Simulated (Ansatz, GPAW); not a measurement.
# A 7-layer slab of Cu(111): work function by functional and basis, part 2 of 2

Aim: the work function of both faces of a 7-layer slab of Cu(111), and its spread over functionals and bases.

GPAW 26.7.0 and Ansatz 0.2.0; Ansatz plane waves; slab in vacuum with a dipole correction, relaxation (the session's first sound run).

So far, upper work function (eV): step 2 (relaxing the atoms, PBE) 4.82; step 6 (self-consistent run: xc = "RPBE") 4.63; step 7 (self-consistent run: xc = "revPBE") 4.66; step 8 (self-consistent run: xc = "LDA") 5.17; step 9 (real-space grid: mode = "fd", PBE, GPAW) 4.80.

## (10) Atomic orbitals: mode = "lcao"

Atom-centred orbitals end a few angstrom from the surface, which tests how much the density's tail matters.

Input file run.py:

```python
import json
import numpy as np
from ase import Atoms
from gpaw import GPAW

slab = Atoms(
    ['Cu', 'Cu', 'Cu', 'Cu', 'Cu', 'Cu', 'Cu'],
    positions=[
        [0.00000, 0.00000, 9.00000],
        [1.27633, 0.73689, 11.08423],
        [2.55266, 1.47378, 13.16847],
        [-0.00000, -0.00000, 15.26878],
        [1.27633, 0.73689, 17.36869],
        [2.55266, 1.47378, 19.46085],
        [-0.00000, -0.00000, 21.54881]],
    cell=[[2.55266, 0.0, 0.0], [1.27633, 2.21066, 0.0], [0.0, 0.0, 30.50541]],
    pbc=[True, True, False])

slab.calc = GPAW(mode='lcao', basis='dzp', h=0.18, xc='PBE', kpts={'size': (14, 14, 1), 'gamma': True},
                 occupations={'name': 'fermi-dirac', 'width': 0.1}, nbands='120%',
                 convergence={'density': 1e-05}, maxiter=200,
                 poissonsolver={'dipolelayer': 'xy'},
                 symmetry={'tolerance': 1e-3}, txt='slab.txt')
result = {}
energy = slab.get_potential_energy()
fermi = slab.calc.get_fermi_level()
v = slab.calc.get_electrostatic_potential().mean((0, 1)) - fermi
n = slab.calc.get_pseudo_density().mean((0, 1))
L = slab.cell[2, 2]
z = np.arange(len(v)) * L / len(v)
low, high = slab.positions[:, 2].min(), slab.positions[:, 2].max()
below, above = np.interp([low - 6.8, high + 6.8], z, v)
slopes = [np.interp(x, z, np.gradient(v, z)) for x in (low - 6.8, high + 6.8)]
eps = np.array([[slab.calc.get_eigenvalues(k, s) for k in range(len(slab.calc.get_ibz_k_points()))]
                for s in range(slab.calc.get_number_of_spins())]) - fermi
top, bottom = eps[eps < 0].max(), eps[eps > 0].min()
dipole = slab.get_dipole_moment()[2]
print(f'energy {energy:.4f} eV, Fermi level {fermi:.4f} eV, dipole {dipole:.5f} e A')
print(f'potential 6.8 A off the faces, from the Fermi level: lower {below:.4f} eV, upper {above:.4f} eV')
print(f'slope of the potential there: lower {slopes[0]:.5f}, upper {slopes[1]:.5f} eV/A')
print(f'nearest levels on the mesh: {top:.4f} and {bottom:.4f} eV')
print('magnetic moment', round(slab.get_magnetic_moment(), 3))
result.update(energy=energy, fermi=fermi, dipole=dipole, below=below, above=above, slopes=slopes, edges=[top, bottom],
              z=z.tolist(), v=v.tolist(), n=n.tolist(), positions=slab.positions.tolist(),
              forces=slab.get_forces(apply_constraint=False).tolist(), moments=slab.get_magnetic_moments().tolist())
json.dump(result, open('result.json', 'w'))
```

Launch:

```sh
> OMP_NUM_THREADS=1 OPENBLAS_NUM_THREADS=1 python run.py
```

Elapsed: 7.3 min, on 1 thread of Arm Neoverse V1, shared host; peak memory 0.3 GiB.

This step gave:

```
dipole along the normal                    : 0.001146 e·Å
levels nearest the Fermi level on the mesh : -0.09219, 0.1353 eV from the Fermi level
upper work function                        : 4.414 eV
lower work function                        : 4.412 eV
```

The electrostatic potential energy of an electron (without an applied field's), less the Fermi level, planar mean oscillates, so the rows of the table below give means over windows of 2.09 Å about each position, cut where the curve ends. Its maxima inside the range that stand out by 2 % of the span (Å: eV): 10.1: -0.275, 12.2: -0.192, 14.3: -0.0765, 16.3: -0.0620, 18.4: -0.111, 20.5: -0.212. Its minima: 9.0: -19.0, 11.1: -19.2, 13.2: -19.1, 15.3: -19.1, 17.4: -18.8, 19.4: -19.1, 21.6: -18.7.

Electrostatic potential energy of an electron (without an applied field's), less the Fermi level, planar mean against z; means over each step:

```tsv
z (Å)	electrostatic potential energy of an electron (without an applied field's), less the Fermi level, planar mean (eV)
1.04	4.41
3.13	4.41
5.22	4.41
7.31	2.97
9.40	-8.06
11.49	-8.18
13.58	-8.04
15.67	-8.09
17.77	-8.07
19.85	-8.20
21.95	-7.07
24.03	4.25
26.12	4.41
28.21	4.41
30.30	4.41
```

The upper face's work function is 4.414 eV, against 4.810 eV in the first plane-wave PBE run at this geometry.

## (11) Cost and result by level

Times are for 1 thread of Arm Neoverse V1, shared host. The runs compared:

```tsv
no.	run	upper work function (eV)	lower work function (eV)	time	memory (GiB)
1	pw	4.810	4.808	4.1 min	0.24
2	optPBE vdW	4.949	4.947	3.2 min	0.35
3	vdW DF2	5.120	5.115	4.1 min	0.35
4	RPBE	4.635	4.633	3.8 min	0.24
5	revPBE	4.657	4.655	3.4 min	0.24
6	LDA	5.168	5.166	3 min	0.24
7	fd	4.799	4.796	13 min	0.9
8	lcao	4.414	4.412	7.3 min	0.3
```

## (12) A second plane-wave code

A second program with its own datasets checks the number independently.

This step: Ansatz plane waves; slab in vacuum with a dipole correction (Ansatz 0.2.0).

Input file input.yaml:

```yaml
crystal:
  lattice:
    - [2.5526554801, 0.0, 0.0]
    - [1.27632774, 2.2106644929, 0.0]
    - [0.0, 0.0, 30.5054068306]
  atoms:
    - { symbol: Cu, position: [0.0, 0.0, 0.2950296664] }
    - { symbol: Cu, position: [0.3333333333, 0.3333333333, 0.3633531109] }
    - { symbol: Cu, position: [0.6666666667, 0.6666666667, 0.4316765555] }
    - { symbol: Cu, position: [0.0, 0.0, 0.5005268758] }
    - { symbol: Cu, position: [0.3333333333, 0.3333333333, 0.5693644507] }
    - { symbol: Cu, position: [0.6666666667, 0.6666666667, 0.6379475185] }
    - { symbol: Cu, position: [0.0, 0.0, 0.7063930935] }
kpoints:
  mp_grid: { grid: [14, 14, 1] }
hamiltonian:
  xc: pbe
scf:
  occupations: { method: fermi_dirac, width: 0.1 }
efield:
  axis: 3
  dipole_correction: true
  ramp_width: 0.05
output:
  forces: true
  write_potential: true
  write_density: true
  volumetric_format: npy
```

Launch:

```sh
> ansatz run input.yaml --threads 4 --pin off --max-ram 8192MiB --backend cpu --events-out ev --progress --plain --runs-dir out
```

Elapsed: 13 s, on 4 threads; peak memory 0.7 GiB; 49 s of CPU time.

This step gave:

* smearing term TS: 0.08679 eV
* upper work function: 4.824 eV
* lower work function: 4.821 eV
* dipole along the normal: -9.57e-5 e·Å
* dipole field: -1.01e-4 V/Å

The electrostatic potential energy of an electron (with the applied field's), less the Fermi level, planar mean oscillates, so the rows of the table below give means over windows of 2.12 Å about each position, cut where the curve ends. Its maxima inside the range that stand out by 2 % of the span (Å: eV): 10.0: 0.0170, 12.1: 0.0168, 14.3: 0.0746, 16.4: 0.0216, 18.4: 2.5e-5, 20.5: 0.0165. Its minima: 9.0: -17.2, 11.0: -17.3, 13.1: -17.4, 15.3: -17.5, 17.4: -17.4, 19.5: -17.5, 21.6: -17.2.

Table of electrostatic potential energy of an electron (with the applied field's), less the Fermi level, planar mean by z; means over each step:

```tsv
z (Å)	electrostatic potential energy of an electron (with the applied field's), less the Fermi level, planar mean (eV)
1.06	4.82
3.18	4.82
5.30	4.81
7.42	2.52
9.54	-8.71
11.66	-8.84
13.78	-8.71
15.90	-8.73
18.02	-8.78
20.14	-8.83
22.26	-5.48
24.38	4.74
26.50	4.82
28.62	4.82
```

The valence density, planar mean oscillates, so the rows of the table below give means over windows of 2.12 Å about each position, cut where the curve ends. Its maxima inside the range that stand out by 2 % of the span (Å: e/Å³): 9.0: 4.66, 11.0: 4.54, 13.1: 4.68, 15.3: 4.71, 17.4: 4.72, 19.5: 4.69, 21.6: 4.59. Its minima: 10.0: 0.243, 12.1: 0.246, 14.3: 0.242, 16.4: 0.243, 18.4: 0.245, 20.5: 0.242.

Valence density, planar mean against z; means over each step:

```tsv
z (Å)	valence density, planar mean (e/Å³)
5.30	3.2e-4
7.42	0.104
9.54	1.60
11.66	1.61
13.78	1.60
15.90	1.60
18.02	1.61
20.14	1.62
22.26	1.37
24.38	0.00301
26.50	1.3e-5
```

The upper face's work function is 4.824 eV, against 4.810 eV in the first plane-wave PBE run at this geometry.

## (13) Side by side

Results and costs are gathered.

This step: comparison of work functions, dipole and cost (GPAW 26.7.0).

Ladder, by row:

```tsv
step	code	work function, upper (eV)	work function, lower (eV)	dipole (e Å)	wall time (s)	peak memory (GiB)	threads
pw	GPAW	4.81	4.808	0.001058	247.8	0.24	1
optPBE-vdW	GPAW	4.949	4.947	0.001053	191.7	0.35	1
vdW-DF2	GPAW	5.12	5.115	9.28e-4	245.9	0.35	1
RPBE	GPAW	4.635	4.633	0.001058	229.3	0.24	1
revPBE	GPAW	4.657	4.655	0.001053	203.1	0.24	1
LDA	GPAW	5.168	5.166	0.00104	180.7	0.24	1
fd	GPAW	4.799	4.796	0.001109	774.9	0.9	1
lcao	GPAW	4.414	4.412	0.001146	439.9	0.3	1
ansatz	Ansatz	4.824	4.821	-9.57e-5	12.64	0.7	4
```

## (14) A changed run

One more run, with changed settings.

This step: GPAW, PAW setups; slab in vacuum (GPAW 26.7.0).

Edit run.py of step 10 so:

```diff
@@ -3,3 +3,3 @@
 from ase import Atoms
-from gpaw import GPAW
+from gpaw import GPAW, PW
 
@@ -18,5 +18,5 @@
 
-slab.calc = GPAW(mode='lcao', basis='dzp', h=0.18, xc='PBE', kpts={'size': (14, 14, 1), 'gamma': True},
-                 occupations={'name': 'fermi-dirac', 'width': 0.1}, nbands='120%',
-                 convergence={'density': 1e-05}, maxiter=200,
+slab.calc = GPAW(mode=PW(400), xc='PBE', kpts={'size': (14, 14, 1), 'gamma': True},
+                 occupations={'name': 'fermi-dirac', 'width': 0.1}, nbands='80%',
+                 convergence={'density': 1e-05}, maxiter=75,
                  poissonsolver={'dipolelayer': 'xy'},
```

Launch:

```sh
> OMP_NUM_THREADS=1 OPENBLAS_NUM_THREADS=1 python run.py
```

Elapsed: 0.83 s, on 1 thread; peak memory 0.1 GiB.

The input was rejected at the start.

The program's message: “ValueError: Too few bands! Electrons: 77.0, bands: 80%”

The change that led to it: nbands = "80 % of the filled bands".

## (15) What came out

```yaml
work_function_both_faces: 4.81 eV
dipole_along_the_normal: 0.0011 e Å, near the numerical noise
```

With plane waves and PBE the work function is 4.81 eV on the upper face and 4.81 eV on the lower. The measured value for this face is 4.9 eV (as compiled in "Anisotropic work function of elemental crystals", 2019, arxiv:1902.07811); the relaxed upper face lies 0.090 eV under it with PBE, and optPBE-vdW comes nearest (4.95 eV). Measured work functions scatter by a tenth of an eV or more between methods. Over the sound runs of the table the upper face's work function spans 4.414 (lcao) to 5.168 eV (LDA). Atomic orbitals miss the plane-wave value by -0.40 eV, since they describe the tail of the density in the vacuum poorly. The two plane-wave codes differ by 0.015 eV on the upper face. The small printed dipole stands for a step of -34 meV from the lower to the upper face, and the probes find 2.0 meV; values this small are near the numerical noise of both. The in-plane lattice was kept as typed, which isn't the functional's own and leaves some strain; spin-orbit coupling and temperature are left out.

[Logs are printed without paths, hosts, clocks, repeated set-up lines and the standing remarks that a program may print on its own settings, such as how far it seeks lower states.]

[Hosts, paths, dates, database ids (printed as entryN), source tags and the programs' standing remarks are cut or masked in the printed files.]
